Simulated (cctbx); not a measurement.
# GaOs: solution and refinement

Cell a = 3.5530 Å, b = 3.5530 Å, c = 18.2580 Å, α = 90.00°, β = 90.00°, γ = 90.00°; space group I4_1/amd (no. 141, origin choice 1); content Os8 Ga8.

The data are simulated with cctbx, not measured: Mo Kα, λ = 0.71073 Å, to d = 0.77 Å, 80 % of the full sphere, strongest reflection 70000 counts, noise from counting, a 1.5 % proportional error and a noise floor of 15 counts (s.d.); no absorption.

Charge flipping in P1 on plain amplitudes to 0.9 Å, δ = 1.1 σ, 10 % of the reflections treated as weak, 150 cycles:

```text
cycle      R  skewness
    0  0.592     0.61
   12  0.317     2.53
   24  0.308     2.73
   36  0.282     2.71
   48  0.282     2.96
   60  0.273     2.84
   72  0.266     2.90
   84  0.276     2.81
   96  0.280     2.90
  108  0.270     2.83
  120  0.272     2.80
  132  0.287     2.86
  144  0.264     2.80
origin shift          correlation  skewness
 0.428  0.827  0.417      0.981      5.82
 0.418  0.847  0.484      0.967      4.23
 0.442  0.862  0.182      0.971      4.08
 0.428  0.827  0.417      0.981      5.82
taken: symmetry correlation 0.981, skewness 5.82
peak      x       y       z  mult  height/sigma
Q1    0.0000  0.0000  0.1969    8     12.1
Q2    0.0000  0.0000  0.3394    8      3.4
Q3    0.0000  0.1795  0.7426   16      0.7
Q4    0.0000  0.1411  0.4536   16      0.5
Q5    0.0000  0.1464  0.0704   16      0.5
Q6    0.0000  0.0000  0.8744    8      0.5
Q7    0.1673  0.2877  0.3997   32      0.4
```

The origin is taken among those within 0.04 of the best correlation, by the skewness of the map.

It took 0.32 s on 1 thread of Arm Neoverse V2 (shared host), peak memory 0.07 GiB.

Q: Assign the peaks.

Heights go roughly as Z and multiplicities must add up to the content. First model: Q1 = Os1 (8 in the cell, height 12.1) and Q2 = Ga1 (8 in the cell, height 3.4). Against the true structure, Q1 is Os and Q2 is Ga; the other peaks are not atoms.

Least squares on F², isotropic:

```text
Rint 0.015, 89 unique reflections to 0.77 A
cycle     R1     wR2    GooF  max shift (A)
   1  0.0801  0.1901  21.518   0.05039
   2  0.0100  0.0288   3.260   0.00000
final R1 0.0100 wR2 0.0288 GooF 3.260  parameters 4  data/parameter 22.2
atom        x        y        z      Ueq    occ   su(xyz)  su(Uiso or U11)
Os1    0.00000  0.00000  0.19688   0.0126  1.000  0.00002  0.0002
Ga1    0.00000  0.00000  0.33664   0.0219  1.000  0.00008  0.0003
difference map: max 1.43 min -1.27 rms 0.25
Q1    0.0000  0.0000  0.3618    8    1.46  0.46 A from Ga1
Q2    0.0000  0.0966  0.3050   16    1.24  0.67 A from Ga1
Q3    0.0000  0.0000  0.2180    8    0.96  0.39 A from Os1
Q4    0.0000  0.1278  0.1923   16    0.81  0.46 A from Os1
Q5    0.0000  0.0000  0.5000    4    0.63  2.02 A from Os1
```

Anisotropic refinement:

```text
Rint 0.015, 89 unique reflections to 0.77 A
cycle     R1     wR2    GooF  max shift (A)
   1  0.0101  0.0288   3.341   0.00089
   2  0.0037  0.0085   0.982   0.00000
final R1 0.0037 wR2 0.0085 GooF 0.982  parameters 8  data/parameter 11.1
atom        x        y        z      Ueq    occ   su(xyz)  su(Uiso or U11)
Os1    0.00000  0.00000  0.19689   0.0125  1.000  0.00001  0.0001
Ga1    0.00000  0.00000  0.33669   0.0221  1.000  0.00003  0.0002
difference map: max 0.67 min -0.73 rms 0.19
Q1    0.0000  0.1507  0.9523   16    0.69  1.43 A from Ga1
Q2    0.0000  0.1558  0.4555   16    0.61  1.23 A from Os1
Q3    0.1351  0.2054  0.1863   32    0.42  0.89 A from Os1
Q4    0.0000  0.1345  0.5907   16    0.42  1.30 A from Ga1
Q5    0.0000  0.2489  0.3812   16    0.42  1.20 A from Ga1
Q6    0.0000  0.0000  0.0721    8    0.40  1.80 A from Ga1
```

**Reading.** The refinement ends at R1 = 0.0037, wR2 = 0.0085, GooF = 0.98, with difference density between -0.73 and 0.67 e/Å³. Every site matches the true model in element, within 0.001 Å r.m.s., up to an allowed shift of origin.

True model:

```csv
atom,mult.,x,y,z,Ueq (Å²)
Os1,8,0,0,0.1969,0.0125
Ga1,8,1/2,1/2,0.1633,0.0220
```

This is a model crystal, built by substitution and not relaxed, with assumed displacement parameters.

[Middle refinement cycles are left out of these outputs.]

[Logs are printed without paths, hosts, clocks, repeated set-up lines and the standing remarks that a program may print on its own settings, such as how far it seeks lower states.]
